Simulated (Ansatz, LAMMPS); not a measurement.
**Amorphous 65GeO2-35La2O3 (mol %) (96 atoms): geometry optimisation**

Wanted: the relaxed structure of amorphous 65GeO2-35La2O3 (mol %) (96 atoms) and its electronic structure.

Program: Ansatz 0.2.0. Level of theory: Kohn-Sham DFT, PBE, PAW (set soft_2), plane waves. Results are calculated unless marked as measured.

### Step 1. The starting structure

The cell holds 96 atoms: 17 Ge, 18 La and 61 O. Its edges and angles: a = 11.594 Å, b = 11.594 Å, c = 11.594 Å, α = 90.0°, β = 90.0°, γ = 90.0°. 96 atoms (17 Ge, 18 Nd, 61 O) placed at random at 5.25 g/cm³, melted at 5000 K for 10 ps at fixed volume with the Morse and Coulomb pair potential with partial charges (Pedone, Malavasi, Menziani, Cormack and Segre, J. Phys. Chem. B 110, 11780 (2006)). Quenched from 5000 K to 300 K at 20 K/ps and fixed volume, held 10 ps at zero pressure, then minimised at fixed cell. Then Nd was replaced by La and the cell scaled by 1.016 (the potential has no terms for the new elements, so the cell is a start for a DFT relaxation).

Limits known from the start: The quench rate of 20 K/ps is many orders above laboratory rates, so the cell is likely richer in defects and strain than a real sample. The starting topology of bonds comes from the classical model. Only the Γ point is sampled, in a cell whose shortest periodic width is 12 Å. Spin–orbit coupling is left out, which matters for the levels of the heavy elements.

### Step 2. The classical run that made the cell

A classical potential makes the cell, at a small fraction of what the same run would cost in DFT.

This step: classical MD, Morse and Coulomb pair potential with partial charges (Pedone, Malavasi, Menziani, Cormack and Segre, J. Phys. Chem. B 110, 11780 (2006)) (LAMMPS 22 Jul 2025 - Update 4).

in.lmp reads:

```
# melt-quench of Ge17Nd18O61
units metal
atom_style charge
boundary p p p
region box block 0 11.5025 0 11.5025 0 11.5025
create_box 3 box
mass 1 72.6300   # Ge
mass 2 144.2420   # Nd
mass 3 15.9990   # O
create_atoms 1 random 17 535691 NULL overlap 1.5 maxtry 2000
create_atoms 2 random 18 535698 NULL overlap 1.5 maxtry 2000
create_atoms 3 random 61 535705 NULL overlap 1.5 maxtry 2000
pair_style hybrid/overlay pedone 5.5 coul/long 8.0
pair_coeff * * coul/long
pair_coeff 1 3 pedone 0.158118 2.294230 2.261313 5   # Ge-O
pair_coeff 2 3 pedone 0.014580 1.825100 3.398717 3   # Nd-O
pair_coeff 3 3 pedone 0.042395 1.379316 3.618701 22   # O-O
set type 1 charge 2.4
set type 2 charge 1.8
set type 3 charge -1.2
kspace_style pppm 1.0e-4
neigh_modify delay 0 every 1 check yes
thermo_style custom step time temp pe press density
thermo_modify norm yes
timestep 0.002
thermo 100
min_style cg
minimize 1e-4 1e-4 200 2000
reset_timestep 0
velocity all create 5000 535692 mom yes dist gaussian
fix lim all nve/limit 0.05
fix lan all langevin 5000 5000 0.2 535693 zero yes
thermo 500
run 1000 post no
# [... 10 lines left out ...]
thermo 1666
fix md all npt temp 300 300 0.2 iso 0 0 2
run 5000 post no
unfix md
thermo 100
min_style cg
minimize 0 1e-3 2000 20000
write_dump all custom glass.dump id type xs ys zs modify sort id
```

Command:

```sh
$ lmp -in in.lmp -log none -nocite
```

Numbers of over 12 decimals in the logs are rounded to 6 here.

Output:

```text
LAMMPS (22 Jul 2025 - Update 4)
Created orthogonal box = (0 0 0) to (11.5025 11.5025 11.5025)
Created 17 atoms
Created 18 atoms
Created 61 atoms
PPPM initialization ...
  G vector (1/distance) = 0.37731289
  grid = 12 12 12
  estimated relative force accuracy = 7.0149885e-05
   Step          Time           Temp          PotEng         Press         Density
         0   0              0             -2.4506713      580379.07      5.2450171
        78   0.156          0             -13.282986      18394.544      5.2450171
Loop time of 0.0410434 s on 1 MPI rank(s) for 78 steps with 96 atoms
Minimization stats:
  Stopping criterion = energy tolerance
[... 37 lines left out ...]
    128282   256.564        297.80264     -13.427551      5787.1148      5.3577416
    128500   257            322.37315     -13.431152      4238.87        5.3714883
Loop time of 2.2288 s on 1 MPI rank(s) for 5000 steps with 96 atoms
   Step          Time           Temp          PotEng         Press         Density
    128500   257            322.37315     -13.43115       4240.0315      5.3714883
    128523   257.046        322.37315     -13.470809     -3483.9372      5.3714883
Loop time of 0.0293049 s on 1 MPI rank(s) for 23 steps with 96 atoms
Minimization stats:
  Stopping criterion = linesearch alpha is zero
  Energy initial, next-to-last, final =
     -13.4311499616048  -13.4708086760036  -13.4708086760036
  Force two-norm initial, final = 12.163654 0.30355441
  Iterations, force evaluations = 23 77
```

The job ended after 45 s (1 thread of Arm Neoverse V2, shared host; peak memory 0.07 GiB).

### Step 3. Single point at the start

A single point comes first, to see the forces before anything moves.

input.yaml reads:

```yaml
crystal:
  lattice:
    - [11.59409, 0.0, 0.0]
    - [0.0, 11.59409, 0.0]
    - [0.0, 0.0, 11.59409]
  atoms:
    - { symbol: Ge, position: [0.54096, 0.94011, 0.67935] }
    - { symbol: Ge, position: [0.56937, 0.84975, 0.1381] }
    - { symbol: Ge, position: [0.84146, 0.46032, 0.70917] }
    - { symbol: Ge, position: [0.00351, 0.58537, 0.28462] }
    - { symbol: Ge, position: [0.58868, 0.36765, 0.15443] }
    - { symbol: Ge, position: [0.99874, 0.13806, 0.18834] }
    - { symbol: Ge, position: [0.70996, 0.54359, 0.94531] }
    - { symbol: Ge, position: [0.19561, 0.38043, 0.4988] }
    - { symbol: Ge, position: [0.17706, 0.96445, 0.03072] }
    - { symbol: Ge, position: [0.5062, 0.72662, 0.87426] }
    - { symbol: Ge, position: [0.02512, 0.55047, 0.87401] }
    - { symbol: Ge, position: [0.97154, 0.19471, 0.73368] }
    - { symbol: Ge, position: [0.81573, 0.07105, 0.96033] }
    - { symbol: Ge, position: [0.55462, 0.18923, 0.51363] }
    - { symbol: Ge, position: [0.14342, 0.88936, 0.73835] }
    - { symbol: Ge, position: [0.44953, 0.61635, 0.28673] }
    - { symbol: Ge, position: [0.24293, 0.45597, 0.2187] }
    - { symbol: La, position: [0.85154, 0.33043, 0.43477] }
    - { symbol: La, position: [0.12417, 0.07937, 0.4726] }
    - { symbol: La, position: [0.86737, 0.38882, 0.11362] }
    - { symbol: La, position: [0.16132, 0.82151, 0.31256] }
    - { symbol: La, position: [0.82695, 0.9882, 0.50209] }
    - { symbol: La, position: [0.87271, 0.76853, 0.06086] }
    - { symbol: La, position: [0.32645, 0.15658, 0.69632] }
    - { symbol: La, position: [0.00176, 0.71424, 0.57514] }
    - { symbol: La, position: [0.23696, 0.66672, 0.01057] }
    - { symbol: La, position: [0.6439, 0.64449, 0.55421] }
    - { symbol: La, position: [0.3372, 0.16009, 0.24203] }
    - { symbol: La, position: [0.47293, 0.10498, 0.96912] }
    - { symbol: La, position: [0.46385, 0.9118, 0.39532] }
    - { symbol: La, position: [0.68785, 0.10359, 0.24263] }
    - { symbol: La, position: [0.79882, 0.8393, 0.76942] }
    - { symbol: La, position: [0.50831, 0.41155, 0.78022] }
    - { symbol: La, position: [0.19202, 0.2893, 0.95969] }
    - { symbol: La, position: [0.34578, 0.65765, 0.58632] }
    - { symbol: O, position: [0.90525, 0.13782, 0.31615] }
    - { symbol: O, position: [0.49514, 0.05884, 0.5707] }
    - { symbol: O, position: [0.90409, 0.32604, 0.70294] }
    - { symbol: O, position: [0.27481, 0.07974, 0.03697] }
    - { symbol: O, position: [0.96182, 0.55857, 0.73356] }
    - { symbol: O, position: [0.51933, 0.81322, 0.00279] }
    - { symbol: O, position: [0.98922, 0.71831, 0.21699] }
    - { symbol: O, position: [0.92368, 0.45737, 0.93228] }
    - { symbol: O, position: [0.04845, 0.36289, 0.48085] }
    - { symbol: O, position: [0.70923, 0.31454, 0.23222] }
    - { symbol: O, position: [0.85202, 0.92799, 0.93936] }
    - { symbol: O, position: [0.89261, 0.14019, 0.85075] }
    - { symbol: O, position: [0.5641, 0.5961, 0.92882] }
    - { symbol: O, position: [0.35904, 0.71032, 0.86342] }
    - { symbol: O, position: [0.03677, 0.68096, 0.94595] }
    - { symbol: O, position: [0.3241, 0.58167, 0.18854] }
    - { symbol: O, position: [0.66207, 0.96258, 0.38489] }
    - { symbol: O, position: [0.28019, 0.34267, 0.13421] }
    - { symbol: O, position: [0.52006, 0.48433, 0.21789] }
    - { symbol: O, position: [0.24449, 0.48118, 0.59549] }
    - { symbol: O, position: [0.78592, 0.49099, 0.57338] }
    - { symbol: O, position: [0.89894, 0.48253, 0.2972] }
    - { symbol: O, position: [0.07001, 0.63008, 0.41002] }
    - { symbol: O, position: [0.33289, 0.72204, 0.37316] }
    - { symbol: O, position: [0.10583, 0.51443, 0.19512] }
    - { symbol: O, position: [0.05635, 0.01525, 0.10727] }
    - { symbol: O, position: [0.21925, 0.84334, 0.10947] }
    - { symbol: O, position: [0.45179, 0.00887, 0.78629] }
    - { symbol: O, position: [0.48948, 0.83031, 0.57786] }
    - { symbol: O, position: [0.50667, 0.58917, 0.69234] }
    - { symbol: O, position: [0.25423, 0.41754, 0.36163] }
    - { symbol: O, position: [0.70229, 0.20067, 0.49029] }
    - { symbol: O, position: [0.52126, 0.74242, 0.23275] }
    - { symbol: O, position: [0.12773, 0.15574, 0.27801] }
    - { symbol: O, position: [0.50674, 0.58996, 0.42448] }
    - { symbol: O, position: [0.02677, 0.26384, 0.10096] }
    - { symbol: O, position: [0.6686, 0.08898, 0.95582] }
    - { symbol: O, position: [0.16528, 0.9237, 0.88554] }
    - { symbol: O, position: [0.20164, 5.0e-05, 0.65553] }
    - { symbol: O, position: [0.58341, 0.81465, 0.77964] }
    - { symbol: O, position: [0.50873, 0.28385, 0.62099] }
    - { symbol: O, position: [0.71452, 0.87384, 0.14082] }
    - { symbol: O, position: [0.15874, 0.49106, 0.91074] }
    [... 12 atom lines left out ...]
    - { symbol: O, position: [0.28202, 0.98455, 0.36153] }
    - { symbol: O, position: [0.80398, 0.76275, 0.57591] }
    - { symbol: O, position: [0.77795, 0.58392, 0.07993] }
    - { symbol: O, position: [0.02219, 0.89956, 0.44438] }
    - { symbol: O, position: [0.9621, 0.11727, 0.60498] }
    - { symbol: O, position: [0.18682, 0.76326, 0.66458] }
kpoints:
  mp_grid: { grid: [1, 1, 1] }
hamiltonian:
  xc: pbe
scf:
  occupations: { method: fixed }
output:
  forces: true
  stress: true
  populations: intrinsic
  dos:
    method: { smearing: { sigma: 0.15 } }
    de: 0.1
    projected: { site_lists: { Ge: [Ge], La: [La], O: [O] } }
  eigenvalues: true
```

Command:

```sh
$ ansatz run input.yaml --threads 4 --pin off --max-ram 8192MiB --backend cpu --events-out ev --progress --plain --runs-dir out
```

Output:

```text
La: projections on atomic orbitals take those of the free atom [Kr 4d10] 4f0 5s2 5p6 5d1 6s2, of charge +0.00 (hamiltonian.pseudopotentials.projection_atoms); the dataset's partial waves leave at most 1.9e-5 of an orbital's norm unspanned inside its sphere
Engine: ansatz 0.2.0, aarch64-unknown-linux-gnu
Pseudopotentials: kind: paw
Pseudopotential: Ge, paw, valence charge 14, recommended cutoff 420 eV (normal), Ge.paw.azcp
Pseudopotential: La, paw, valence charge 11, recommended cutoff 420 eV (normal), La.paw.azcp
Pseudopotential: O, paw, valence charge 6, recommended cutoff 420 eV (normal), O.paw.azcp
Functional definition: PBE
  parameter kappa = 0.804
  parameter beta = 0.066725
  exchange = pbe_x(kappa = kappa, mu = beta*pi^2/3)
  correlation = pbe_c(beta = beta)
Crystal: 96 atoms, lattice volume = 1558.511 Å³
Basis set: ecut = 420 eV, 30551 PW (Γ), exchange–correlation on 160×160×160 points (8 copies of the dense FFT grid, shifted against one another)
Bands: 497, of which v1, the nominal top of the filled ones, is band 401 counted from 1 (400 counted from 0)
Symmetry: 1 space group operations
Space group: P1 (ITA 1), of the structure as read, at distance tolerance 1.2e-4 Å
k-points: 1
Non-local potential: Ge, projectors of the file, l = 0: 2, l = 1: 2, l = 2: 3, l = 3: 1
Non-local potential: La, projectors of the file, l = 0: 3, l = 1: 2, l = 2: 2, l = 3: 3
Non-local potential: O, projectors of the file, l = 0: 2, l = 1: 2, l = 2: 1
PAW form: soft (Blöchl's): semilocal exchange-correlation on the pseudo side does not see the compensation charge
PAW one-centre angular grid: Ge, 590 points (default); XC on 64 Gauss nodes
PAW one-centre angular grid: La, 590 points (default); XC on 64 Gauss nodes
PAW one-centre angular grid: O, 110 points (default); XC on 64 Gauss nodes
Initial density: superposition of atomic densities (neutral atoms: chi_scale 0, normalization atom), corrected by the library's trained network
Initial wavefunctions: pseudopotential atomic-orbital guess
Functional: x = pbe(κ = 0.804, μ = 0.219515), c = pbe(β = 0.066725)
SCF iter   1: F=—  HF=-220210.984826 eV  |F-HF|=—  |Δ(HF+E_count)|=         —  Δρ=3.00e-3  dr2=1.47e-1  ethr=1.77e-3  ⟨swp⟩=4.0  Hψ=1667  notcnv=0  defer=92
preconditioner: auto → Resta (q_TF=auto, 2.442 Å⁻¹)  ε∞=3.8  [insulator: Δε(μ)=2.651 eV  Ē_g=15.421 eV  n_scr=388 (ndim 8)  ℏωp=26.0 eV  f_vac=0.127  ε∞_Penn≈3.8]
SCF iter   2: F=—  HF=-220210.981720 eV  |F-HF|=—  |Δ(HF+E_count)|=   3.11e-3  Δρ=1.56e-3  dr2=2.78e-2  ethr=1.84e-5  ⟨swp⟩=3.0  Hψ=980  notcnv=0  defer=94
SCF iter   3: F=—  HF=-220210.986313 eV  |F-HF|=—  |Δ(HF+E_count)|=   4.59e-3  Δρ=7.13e-4  dr2=8.28e-3  ethr=3.46e-6  ⟨swp⟩=3.0  Hψ=810  notcnv=0  defer=94
SCF iter   4: F=—  HF=-220210.988932 eV  |F-HF|=—  |Δ(HF+E_count)|=   2.62e-3  Δρ=2.21e-4  dr2=8.19e-4  ethr=1.03e-6  ⟨swp⟩=3.0  Hψ=652  notcnv=0  defer=94
SCF iter   5: F=—  HF=-220210.989081 eV  |F-HF|=—  |Δ(HF+E_count)|=   1.49e-4  Δρ=1.36e-4  dr2=2.79e-4  ethr=1.02e-7  ⟨swp⟩=2.0  Hψ=809  notcnv=0  defer=94
SCF iter   6: F=—  HF=-220210.989117 eV  |F-HF|=—  |Δ(HF+E_count)|=   3.62e-5  Δρ=3.96e-5  dr2=2.80e-5  ethr=3.47e-8  ⟨swp⟩=2.0  Hψ=651  notcnv=0  defer=93
SCF iter   7: F=—  HF=-220210.989622 eV  |F-HF|=—  |Δ(HF+E_count)|=   5.05e-4  Δρ=2.27e-5  dr2=7.99e-6  ethr=3.49e-9  ⟨swp⟩=2.0  Hψ=880  notcnv=0  defer=93
SCF iter   8: F=—  HF=-220210.989626 eV  |F-HF|=—  |Δ(HF+E_count)|=   3.95e-6  Δρ=7.89e-6  dr2=1.08e-6  ethr=9.97e-10  ⟨swp⟩=2.0  Hψ=705  notcnv=0  defer=93
SCF iter   9: F=—  HF=-220210.989627 eV  |F-HF|=—  |Δ(HF+E_count)|=   9.84e-7  Δρ=3.99e-6  dr2=2.71e-7  ethr=1.35e-10  ⟨swp⟩=2.0  Hψ=800  notcnv=0  defer=93
SCF iter  10: F=-220210.989627 eV  HF=-220210.989627 eV  |F-HF|=2.59e-8  |Δ(HF+E_count)|=   1.50e-7  Δρ=1.68e-6  dr2=4.87e-8  ethr=1.25e-11  ⟨swp⟩=16.0  Hψ=2953  notcnv=0
SCF 1 converged in 10 iterations: F = -220210.989627 eV  dr2 = 4.87e-8
  greatest PAW one-centre occupation: 0.999 electrons in one spin orbital (limit 2), on the Ge atom at site 6 (counted from 0), in its partial waves of l = 2
SCF converged after 10 iterations
Free energy (F): -220210.989627 eV
Harris-Foulkes:  -220210.989627 eV  (|F-HF|=2.59e-8)
Internal energy: -220210.989627 eV  (E = F + TS)
E sigma→0 (E₀):  -220210.989627 eV
Fermi energy:    6.783143 eV
--- Per-component energies (eV) ---
  E_band       = -4416.544444
  E_kinetic    = 16050.648141
  E_local      = -85969.701758  (includes V_loc(G=0)·N_el)
  E_nonlocal   = 11907.251226
  E_hartree    = 35963.678806
  E_xc         = -8285.196179
  E_vxc        = -9489.063315  (∫ρ·V_xc dr)
  E_paw        = -141604.241790  (= ΣΔE_a)
  E_vpaw       = -8843.174766  (= ΣTr[D̂ρ^β])
  E_aug_tail   = 0.154061  (compensation charges beyond the density's cutoff)
  E_ewald      = -48273.582133
  E_smearing   = -0.000000  (= −TS)
  E_closure    = -0.000000  (closes the sum)
  Σ components = -220210.989627   (vs F -220210.989627, Δ=0.00e0)
--- Forces (eV/Å), atoms counted from 1 ---
  atom   1  Ge     0.16845889     0.32231173     0.20882718
  atom   2  Ge     0.44822599    -0.41365020    -1.00886261
  atom   3  Ge     0.77791605     0.09784574     1.44021758
  atom   4  Ge     0.69825726     0.13003135     0.35128251
  atom   5  Ge    -0.19108090     1.30241174     0.20330034
  atom   6  Ge     0.88939428     0.68999244    -0.43313156
  atom   7  Ge     1.21671059     1.81288370     0.48193928
  atom   8  Ge    -1.01249858     0.33122365    -0.23281792
  atom   9  Ge    -0.41178461     0.52016354     0.19855500
  atom  10  Ge     0.73021417     0.28305800     0.86386865
  atom  11  Ge    -1.24831720    -0.71113758     0.96735768
  atom  12  Ge     0.23317854    -0.12406162     0.93000755
  atom  13  Ge     0.23005368     0.18731559    -0.18778278
  atom  14  Ge     0.07134283    -0.22048696    -0.06086591
[...]
atom  95  O     -0.50642544    -0.28911091    -0.76765619
  atom  96  O      0.40538599    -0.74199539    -0.10383974
  max |Σ_I F_I| component: 5.71e-5 eV/Å
--- Stress (GPa, compression-positive) ---
        1.082113      -0.472966       0.926351
       -0.472966       0.725916      -0.505353
        0.926351      -0.505353       2.465363
  P = ⅓ Tr σ = 1.4245 GPa (14.245 kbar)
--- Band table (eV) ---
  k-point 0: bands = ["-24.5706", "-24.3540", "-24.3249", "-24.2548", [... 481 levels ...], "11.0892", "11.1004", "11.1119", "11.1252", "11.1350", "11.1373", "11.1421", "11.1676", "11.1772", "11.1870", "11.1904", "11.2087"]
--- intrinsic populations: 96 sites ---
  site symbol       q [e]
     0     Ge     12.5326
     1     Ge     12.4988
     2     Ge     12.4699
[...]
95      O      6.7097
  spilling = -0.000000 (of n_electrons = 802.000000)
```

Elapsed: 33 s, on 4 threads of Arm Neoverse V2, shared host; peak memory 2.4 GiB.

The run gave:

* free energy: -220210.9896 eV
* free energy per atom: -2293.8645 eV/atom
* SCF cycles: 10
* pressure: 1.424 GPa
* r.m.s. force component: 0.6634 eV/Å
* longest force: 2.236 eV/Å
* Fermi energy: 6.783 eV
* gap (highest filled to lowest empty level): 2.641 eV

The r.m.s. force component of 0.66 eV/Å and the pressure of 1.4 GPa set the starting point.

Neighbours are counted within 3.19 Å (O-La), 2.27 Å (O-Ge).

Length of the force by element and coordination:

```tsv
element	coordination	atoms	mean length of the force (eV/Å)	spread	least	most
Ge	all	17	1.05	0.552	0.240	2.24
Ge	4	13	1.04	0.482	0.240	1.76
Ge	5	4	1.09	0.733	0.419	2.24
La	all	18	0.987	0.433	0.312	2.04
La	5	2	0.658	0.347	0.312	1.01
La	6	9	1.07	0.488	0.405	2.04
La	7	6	1.01	0.335	0.550	1.39
La	9	1	0.798	0	0.798	0.798
O	all	61	1.08	0.415	0.226	1.83
O	2	11	1.12	0.437	0.414	1.77
O	3	36	1.12	0.362	0.501	1.83
O	4	13	0.901	0.476	0.226	1.65
O	5	1	1.56	0	1.56	1.56
```

[end of part 1 of 3]

[Logs are printed without paths, hosts, clocks, repeated set-up lines and the standing remarks that a program may print on its own settings, such as how far it seeks lower states.]

[Hosts, paths, dates, database ids (printed as entryN), source tags and the programs' standing remarks are cut or masked in the printed files.]
